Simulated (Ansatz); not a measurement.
## A failed many-body run on Bi2Se3 (Paraguanajuatite)

A first try at the G0W0 gap of Bi2Se3 (Paraguanajuatite), what the program said, and an input that works.

Method: G0W0 on PBE, plane waves, PAW, in Ansatz 0.2.0.

**1. The structure**

The structure is trigonal, space group R-3m (No. 166). Conventional cell: a = 4.143 Å, b = 4.143 Å, c = 28.636 Å, α = 90.00°, β = 90.00°, γ = 120.00°. Nearest to Bi lie 6 Se at 2.85 to 3.07 Å. Se has 6 Bi at 3.07 Å nearest. Nearest to Se lie 3 Bi at 2.85 Å. Farther neighbours and most contacts between anions are not listed.

The cell and positions come from the Crystallography Open Database and are kept as given unless a step says otherwise. Spin-orbit coupling is left out unless a step names it. The default PAW set here is soft_2. Its files were made with PBE.

**2. First try**

input.yaml

```yaml
crystal:
  lattice:
    - [2.0715, 1.1959810826, 9.5453333333]
    - [-2.0715, 1.1959810826, 9.5453333333]
    - [0.0, -2.3919621653, 9.5453333333]
  atoms:
    - { symbol: Bi, position: [0.4008, 0.4008, 0.4008] }
    - { symbol: Bi, position: [0.5992, 0.5992, 0.5992] }
    - { symbol: Se, position: [0.0, 0.0, 0.0] }
    - { symbol: Se, position: [0.2117, 0.2117, 0.2117] }
    - { symbol: Se, position: [0.7883, 0.7883, 0.7883] }
kpoints:
  mp_grid: { grid: [2, 2, 2] }
hamiltonian:
  xc: pbe
scf:
  occupations: { method: fixed }
gw:
  n_empty_bands: 230
  ecut_chi: 80
  qp_bands: [v2, c2]
  qp_kpoints: band_edges
  screening: { model: contour_deformation }
```

The run is started by

```sh
$ ansatz run input.yaml --threads 3 --pin off --max-ram 92160MiB --backend cuda --events-out ev --progress --plain --runs-dir out --devices 1 --max-vram 13GiB
```

Numbers of over 12 decimals in the logs are rounded to 6 here.

The log of the run:

```text
GPUs: using 1 of 1 available (devices: 1).
Engine: ansatz 0.2.0, x86_64-unknown-linux-gnu
Pseudopotentials: kind: paw
Pseudopotential: Bi, paw, valence charge 15, recommended cutoff 420 eV (normal), Bi.paw.azcp
Pseudopotential: Se, paw, valence charge 16, recommended cutoff 420 eV (normal), Se.paw.azcp
Functional definition: PBE
  parameter kappa = 0.804
  parameter beta = 0.066725
  exchange = pbe_x(kappa = kappa, mu = beta*pi^2/3)
  correlation = pbe_c(beta = beta)
concurrent solve slots: 2 of 3 are kept, ahead of what memory takes: no pass of the eigensolver takes more rounds on 2
device memory: the entry about to start is reckoned to put 3.5 GiB on a device that reports 39.2 GiB free (of which the cap on the GPU budget leaves the run 13.0 GiB)
GPU FFT provider: cuFFT
GPU libraries: cuBLAS 13.8.2, cuFFT 12.4.0, cuSOLVER 12.3.4
Crystal: 5 atoms, lattice volume = 141.890 Å³
Basis set: ecut = 420 eV, 2743 PW (Γ)
Bands: 47, of which v1, the nominal top of the filled ones, is band 39 counted from 1 (38 counted from 0)
Symmetry: 12 space group operations
Space group: R-3m (ITA 166), of the structure as read, at distance tolerance 5.2e-5 Å
k-points: 4 of 8
Non-local potential: Bi, projectors of the file, l = 0: 2, l = 1: 2, l = 2: 2, l = 3: 2
Non-local potential: Se, projectors of the file, l = 0: 2, l = 1: 2, l = 2: 3, l = 3: 1
PAW form: soft (Blöchl's): semilocal exchange-correlation on the pseudo side does not see the compensation charge
PAW one-centre angular grid: Bi, 590 points (default); XC on 64 Gauss nodes
PAW one-centre angular grid: Se, 590 points (default); XC on 64 Gauss nodes
Initial density: superposition of atomic densities (neutral atoms: chi_scale 0, normalization atom), corrected by the library's trained network
Initial wavefunctions: pseudopotential atomic-orbital guess
GPU buffer pool allocated for 373248 grid points (all kernels)
GPU transforms: local potential and band sums: pruned to the plane-wave sphere, on 72×72×72
Functional: x = pbe(κ = 0.804, μ = 0.219515), c = pbe(β = 0.066725)
SCF iter   1: F=—  HF=-41201.267774 eV  |F-HF|=—  |Δ(HF+E_count)|=         —  Δρ=4.03e-3  dr2=4.02e-2  ethr=1.77e-3  ⟨swp⟩=4.8  Hψ=589  notcnv=0  defer=23
preconditioner: auto → Resta (q_TF=auto, 2.469 Å⁻¹)  ε∞=4.2  [insulator: Δε(μ)=0.207 eV  Ē_g=9.204 eV  n_scr=36 (ndim 8)  ℏωp=16.5 eV  f_vac=0.032  ε∞_Penn≈4.2]
SCF iter   2: F=—  HF=-41201.256715 eV  |F-HF|=—  |Δ(HF+E_count)|=   1.11e-2  Δρ=1.87e-3  dr2=1.00e-2  ethr=5.15e-5  ⟨swp⟩=3.0  Hψ=359  notcnv=0  defer=22
SCF iter   3: F=—  HF=-41201.255409 eV  |F-HF|=—  |Δ(HF+E_count)|=   1.31e-3  Δρ=1.02e-3  dr2=2.71e-3  ethr=1.29e-5  ⟨swp⟩=2.0  Hψ=222  notcnv=0  defer=22
SCF iter   4: F=—  HF=-41201.255366 eV  |F-HF|=—  |Δ(HF+E_count)|=   4.23e-5  Δρ=3.00e-4  dr2=2.27e-4  ethr=3.48e-6  ⟨swp⟩=2.0  Hψ=235  notcnv=0  defer=22
SCF iter   5: F=—  HF=-41201.255418 eV  |F-HF|=—  |Δ(HF+E_count)|=   5.15e-5  Δρ=1.32e-4  dr2=4.10e-5  ethr=2.91e-7  ⟨swp⟩=2.0  Hψ=298  notcnv=0  defer=10
SCF iter   6: F=—  HF=-41201.255441 eV  |F-HF|=—  |Δ(HF+E_count)|=   2.30e-5  Δρ=4.58e-5  dr2=3.67e-6  ethr=5.26e-8  ⟨swp⟩=2.0  Hψ=298  notcnv=0  defer=6
SCF iter   7: F=—  HF=-41201.255446 eV  |F-HF|=—  |Δ(HF+E_count)|=   5.49e-6  Δρ=1.50e-5  dr2=4.13e-7  ethr=4.70e-9  ⟨swp⟩=2.0  Hψ=278  notcnv=0  defer=6
SCF iter   8: F=-41201.255447 eV  HF=-41201.255447 eV  |F-HF|=4.93e-8  |Δ(HF+E_count)|=   5.21e-7  Δρ=3.83e-6  dr2=2.51e-8  ethr=1.28e-10  ⟨swp⟩=11.2  Hψ=826  notcnv=0
SCF 1 converged in 8 iterations: F = -41201.255447 eV  dr2 = 2.51e-8
[...]
concurrent solve slots: 2 of 3 are kept, ahead of what memory takes: no pass of the eigensolver takes more rounds on 2
device memory: the entry about to start is reckoned to put 4.2 GiB on a device that reports 38.9 GiB free (of which the cap on the GPU budget leaves the run 13.0 GiB)
NSCF: frozen V_eff on 4 k-points
[...]
concurrent solve slots: 2 of 3 are kept, ahead of what memory takes: no pass of the eigensolver takes more rounds on 2
device memory: the entry about to start is reckoned to put 2.9 GiB on a device that reports 39.9 GiB free (of which the cap on the GPU budget leaves the run 13.0 GiB)
NSCF: frozen V_eff on 4 k-points
G₀W₀ screening: q 1/4
[... further progress lines ...]
device memory: the entry about to start is reckoned to put 1.4 GiB on a device that reports 40.0 GiB free (of which the cap on the GPU budget leaves the run 13.0 GiB)
NSCF: frozen V_eff on 1 k-points
device memory: the entry about to start is reckoned to put 1.4 GiB on a device that reports 39.9 GiB free (of which the cap on the GPU budget leaves the run 13.0 GiB)
NSCF: frozen V_eff on 1 k-points
device memory: the entry about to start is reckoned to put 1.4 GiB on a device that reports 38.9 GiB free (of which the cap on the GPU budget leaves the run 13.0 GiB)
NSCF: frozen V_eff on 1 k-points
SCF converged after 8 iterations
Free energy (F): -41201.255447 eV
Harris-Foulkes:  -41201.255447 eV  (|F-HF|=4.93e-8)
Internal energy: -41201.255447 eV  (E = F + TS)
E sigma→0 (E₀):  -41201.255447 eV
Fermi energy:    9.150717 eV
--- Per-component energies (eV) ---
  E_band       = -1331.572381
  E_kinetic    = 960.453940
  E_local      = -10365.819952  (includes V_loc(G=0)·N_el)
  E_nonlocal   = -663.556898
  E_hartree    = 4618.457389
  E_xc         = -617.685715
  E_vxc        = -585.736027  (∫ρ·V_xc dr)
  E_paw        = -27058.724988  (= ΣΔE_a)
  E_vpaw       = 86.176925  (= ΣTr[D̂ρ^β])
  E_aug_tail   = -0.002644  (compensation charges beyond the density's cutoff)
  E_ewald      = -8074.376580
  E_smearing   = -0.000000  (= −TS)
  E_closure    = -0.000000  (closes the sum)
  Σ components = -41201.255447   (vs F -41201.255447, Δ=0.00e0)
--- Band table (eV) ---
  k-point 0: bands = [... 35 lower, 7.2889, 7.9420, 7.9420, 9.1507, 9.3203, 10.4858, 10.4858, 11.2301, ... 4 higher]
  k-point 1: bands = [... 35 lower, 6.1307, 6.9812, 7.9171, 8.5840, 9.9539, 11.0168, 12.0926, 12.2720, ... 4 higher]
  k-point 2: bands = [... 35 lower, 7.2241, 7.2521, 7.5033, 8.1402, 10.4704, 11.0606, 11.6977, 12.1012, ... 4 higher]
  k-point 3: bands = [... 35 lower, 7.5985, 7.7622, 7.7622, 8.6601, 9.7790, 10.8003, 10.8003, 11.1466, ... 4 higher]
--- G₀W₀: contour deformation, 8 samples at zero and on the imaginary axis and 1 off it, 8 q-points, 230 empty bands' worth ---
  eigenvalues of the whole cell's RPA ε∞ on this k-mesh (on a slab, of 1 + 4πα/V) = 45.6413, 45.6413, 571.8431; static W/v taken at q = 0 is 0.015084
  bands read: the sum over 269 bands ends inside a degenerate multiplet in 1 slot, whose members it reads at an even weight; the widest, k=0: bands 269 to 270 (counted from 1) at 1/2 each
  gw.qp_kpoints: band_edges: 4 of 4 stored k-points solved, in 1 pass; an edge of the gap read off the rows below is read off those points alone
    ik  band        ε_KS         Σx   Σc(E_QP)       V_xc       Z   E_QP_lin       E_QP  E_QP is
     0    38      7.9420   -17.5709     2.4318   -14.9012  0.6911     7.6834     7.7041  root
     0    39      9.1507   -16.5612     0.9107   -15.5692  0.7089     9.0688     9.0695  root
     0    40      9.3203    -9.6799    -3.0581   -12.7794  0.7292     9.3617     9.3617  root
     0    41     10.4858    -9.5636    -3.6211   -13.3086  0.7208    10.6125    10.6096  root
     1    38      7.9171   -17.2734     2.1630   -14.8703  0.7015     7.6561     7.6770  root
     1    39      8.5840   -16.4687     1.1826   -15.1480  0.7186     8.4421     8.4459  root
     1    40      9.9539    -9.7088    -3.1384   -12.9225  0.7356    10.0300    10.0292  root
     1    41     11.0168    -9.9640    -3.4037   -13.5136  0.7291    11.1673    11.1627  root
     2    38      7.5033   -17.0019     2.4514   -14.3610  0.6169     7.2903     7.3140  root
     2    39      8.1402   -16.4068     1.3828   -14.8439  0.7139     7.9528     7.9601  root
     2    40     10.4704    -9.9478    -3.1587   -13.1477  0.6688    10.5119    10.5116  root
     2    41     11.0606    -9.6682    -3.3284   -13.1069  0.7071    11.1719    11.1709  root
     3    38      7.7622   -17.4581     2.5665   -14.6708  0.6658     7.5221     7.5415  root
     3    39      8.6601   -15.6005     0.9344   -14.6235  0.6677     8.6171     8.6174  root
     3    40      9.7790   -10.7944    -2.8215   -13.6385  0.6407     9.8016     9.8016  root
     3    41     10.8003    -9.8084    -3.7696   -13.6878  0.6669    10.9138    10.9101  root
```

It took 13 s on 1 × NVIDIA H100 80GB HBM3 (shared by 6 runs) with 3 threads of AMD EPYC 7R13 (Zen 3), shared host; peak memory 1.2 GiB; 9.6 s of CPU time.

In the SCF lines HF is the Harris–Foulkes energy and dr2 the Hartree energy of the density residual, in eV; the loop may stop once dr2 is under the threshold and the program's other checks hold. Hψ counts applications of the Hamiltonian.

**What went wrong?**

The run ended normally, though the input holds a fault or crude settings.

The fault: G0W0 on a mesh far too coarse. So few points can't sample the density or the screening, and the band edges may lie elsewhere in the zone.

It printed a gap of 0.29 eV, which is an artefact of the settings.

**3. A better input**

G0W0 replaces the xc potential by the self-energy, built once from these orbitals. Only a window of levels is corrected, while the sums run over the empty bands that the input names.

Edit input.yaml of step 2 so:

```diff
@@ -12,3 +12,3 @@
 kpoints:
-  mp_grid: { grid: [2, 2, 2] }
+  mp_grid: { grid: [4, 4, 4] }
 hamiltonian:
@@ -18,4 +18,4 @@
 gw:
-  n_empty_bands: 230
-  ecut_chi: 80
+  n_empty_bands: 423
+  ecut_chi: 120
   qp_bands: [v2, c2]
```

The log of the run:

```text
GPUs: using 1 of 1 available (devices: 1).
[...]
GPU FFT provider: cuFFT
GPU libraries: cuBLAS 13.8.2, cuFFT 12.4.0, cuSOLVER 12.3.4
Crystal: 5 atoms, lattice volume = 141.890 Å³
Basis set: ecut = 420 eV, 2743 PW (Γ)
Bands: 47, of which v1, the nominal top of the filled ones, is band 39 counted from 1 (38 counted from 0)
[... 1 set-up line as in the run before ...]
[...]
k-points: 13 of 64
[...]
GPU buffer pool allocated for 373248 grid points (all kernels)
[...]
SCF iter   1: F=—  HF=-41202.230865 eV  |F-HF|=—  |Δ(HF+E_count)|=         —  Δρ=1.34e-3  dr2=5.62e-3  ethr=1.77e-3  ⟨swp⟩=5.0  Hψ=1969  notcnv=0  defer=72
[...]
SCF iter   7: F=-41202.229253 eV  HF=-41202.229253 eV  |F-HF|=2.73e-8  |Δ(HF+E_count)|=   2.04e-7  Δρ=5.70e-6  dr2=4.95e-8  ethr=1.28e-10  ⟨swp⟩=10.5  Hψ=2638  notcnv=0
SCF 1 converged in 7 iterations: F = -41202.229253 eV  dr2 = 4.95e-8
[...]
2    40      9.9203    -9.8142    -3.1497   -12.9294  0.7651     9.8860     9.8858  root
     2    41     11.0006   -10.0817    -3.4331   -13.5222  0.7518    11.0080    11.0080  root
     4    38      8.1046   -16.3266     1.1483   -14.7738  0.7143     7.7355     7.7002  root
     4    39      8.1688   -16.6734     1.3507   -14.9172  0.7139     7.7878     7.7634  root
[...]
7    39      8.8021   -15.4275     0.2743   -14.7918  0.7324     8.5144     8.4407  root ?
[...]
8    39      8.8075   -16.7371     0.8058   -15.5553  0.7375     8.4710     8.4316  root ?
     8    40      9.9529    -9.8978    -3.2214   -13.0985  0.7657     9.9323     9.9322  root
     8    41     10.9994   -10.2570    -3.4870   -13.7608  0.7481    11.0161    11.0161  root
    12    38      7.6981   -17.0173     1.9426   -14.6664  0.7076     7.2680     7.2897  root ?
    12    39      8.6222   -15.8052     0.6995   -14.7460  0.7233     8.3108     8.2626  root ?
    12    40      9.7111   -10.5930    -3.0186   -13.5450  0.7311     9.6453     9.6446  root
    12    41     10.7810   -10.1928    -3.4951   -13.6828  0.7290    10.7759    10.7758  root
[key lines of the parts left out:]
SCF converged after 7 iterations
Free energy (F): -41202.229253 eV
Fermi energy:    9.072591 eV
```

Wall time 2 min (1 × NVIDIA H100 80GB HBM3 (shared by 6 runs) with 3 threads); peak memory 1.8 GiB; 3.3 min of CPU time.

This step gave:

```yaml
bands_summed: 462
rpa_eps_infinity_on_this_mesh_eigenvalues: 21.13, 21.13, 51.41
plane_waves_in_the_screening_matrix: 431
q_points_in_the_mesh: 64
g0w0_gap_on_the_mesh: 0.5221 eV
k_of_the_valence_top: 0, 0, 0
k_of_the_conduction_bottom: 0, 0, 0
starting_gap_on_the_mesh: 0.2284 eV
z_at_the_valence_top: 0.7370
z_at_the_conduction_bottom: 0.7688
least_direct_g0w0_gap_on_the_computed_points: 0.5221 eV
```

The gap on the mesh goes from 0.23 eV to 0.52 eV, a correction of +0.29 eV. The program marks an edge row as in doubt. Between the two edge states, bare exchange in place of the xc potential would open the gap by 3.49 eV, and correlation takes back 3.20 eV.

**4. Outcome**

```yaml
first_try: converged after 13 s
better_run: G0W0 gap on the mesh 0.52 eV (4×4×4 mesh, 423 empty bands, screening to 120 eV)
```

The second run differs in: mesh, empty bands and screening cutoff (eV). Bands and cutoff are finite, so the gap is not at the basis limit. The miss can reach some tenths of an eV and take either sign; the mesh is an error of its own. Where an edge is built on 6p states of lead, bismuth or thallium, scalar-relativistic gaps usually stand too wide, by a few tenths to over one eV. With atoms this heavy and so narrow a gap, spin-orbit coupling can invert the bands. These scalar-relativistic gaps are then model values, not to be set against experiment, and a spin-orbit change taken from DFT can't simply be added. The RPA ε∞ on this mesh reaches over 25; with a narrow direct gap a coarse mesh can overstate it, and the correction is then too small. The program marks a band-edge row as in doubt, so the gap is less sure than its digits.

[Paths, hosts, dates, memory and timing lines, banners, echoed tables and standing remarks are left out of the program output.]

[Logs are printed without paths, hosts, clocks, repeated set-up lines and the standing remarks that a program may print on its own settings, such as how far it seeks lower states.]

[Runs of the session that timed out or met a known fault of the program may be left out.]

[Cells called generated may have been cut or substituted from an entry of the Crystallography Open Database or the Materials Project.]

[Hosts, paths, dates, database ids (printed as entryN), source tags and the programs' standing remarks are cut or masked in the printed files.]
